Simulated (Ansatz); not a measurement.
## TiH (Fm-3m): from the cell to its phonons

Wanted: vibrations and spectra of TiH (Fm-3m); the cell is already relaxed. After the zone centre comes a 4×4×4 q mesh on a 16×16×16 k mesh.

Program: Ansatz 0.2.0. Level of theory: DFT LDA, scalar-relativistic, plane waves, PAW. Results are calculated unless marked as measured.

### Step 1. The structure

The structure is cubic, space group Fm-3m (No. 225). The conventional cell has a = 4.103 Å, b = 4.103 Å, c = 4.103 Å, α = 90.00°, β = 90.00°, γ = 90.00°. Nearest to Ti lie 6 H at 2.05 Å. Nearest to H lie 6 Ti at 2.05 Å. Farther neighbours are not listed.

### Step 2. Linear response at the zone centre

The cell comes from relaxations at this level that are not shown. The zone centre comes first: it holds the modes that light can see, as far as symmetry allows. No field response is asked, since the mesh shows no gap.

input.yaml

```yaml
crystal:
  lattice:
    - [0.0, 2.051566442, 2.051566442]
    - [2.051566442, 0.0, 2.051566442]
    - [2.051566442, 2.051566442, 0.0]
  atoms:
    - { symbol: Ti, position: [0.0, 0.0, 0.0] }
    - { symbol: H, position: [0.5, 0.5, 0.5] }
kpoints:
  mp_grid: { grid: [16, 16, 16] }
hamiltonian:
  xc: lda
scf:
  occupations: { method: methfessel_paxton, width: 0.15 }
output:
  eigenvalues: true
phonons:
  method: dfpt
```

The run is started by

```bash
$ ansatz run input.yaml --threads 4 --pin off --max-ram 7168MiB --backend cpu --events-out ev --progress --plain --runs-dir out
```

Planned after this: response at finite wavevector. Settings of the main run: cutoff 420 eV, 16×16×16 k-mesh, 4×4×4 q-mesh, Methfessel-Paxton occupations, smearing width 0.15 eV.

What does the calculation give for the highest optical mode at the zone centre and lowest optical zone-centre mode?

No mode is imaginary at the 8 irreducible wavevectors solved, but between them the interpolated path dips to 76.6i cm⁻¹, so stability is not settled. The optical modes at Γ form one degenerate level at 956 cm⁻¹. The highest mode in this list at Γ, 956.1 cm⁻¹, is mostly motion of H (98 % of the kinetic energy).

| Quantity | Value |
| --- | --- |
| volume per atom | 8.63 Å³ |
| electronic character | no gap on this mesh |
| highest optical mode at the zone centre (no LO-TO term) | 956 cm⁻¹ |
| lowest optical zone-centre mode | 956 cm⁻¹ |
| lowest mode on the q mesh (acoustic modes at Γ apart) | 56.4 cm⁻¹ |
| highest frequency on the path or at a solved wavevector | 990 cm⁻¹ |
| imaginary modes on the 4×4×4 q mesh | none |

The interpolated path dips to 77i cm⁻¹ between the solved wavevectors, which may come from the interpolation; a denser q mesh would tell. With no gap, or one that is small against the smearing, the frequencies hang on the k mesh and the smearing, most of all near Kohn anomalies. The phonon runs are without spin polarisation, although the cell has an odd electron count. These are harmonic frequencies at zero temperature: anharmonic shifts, linewidths and thermal expansion are left out.

[Logs are printed without paths, hosts, clocks, repeated set-up lines and the standing remarks that a program may print on its own settings, such as how far it seeks lower states.]

[Hosts, paths, dates, database ids (printed as entryN), source tags and the programs' standing remarks are cut or masked in the printed files.]
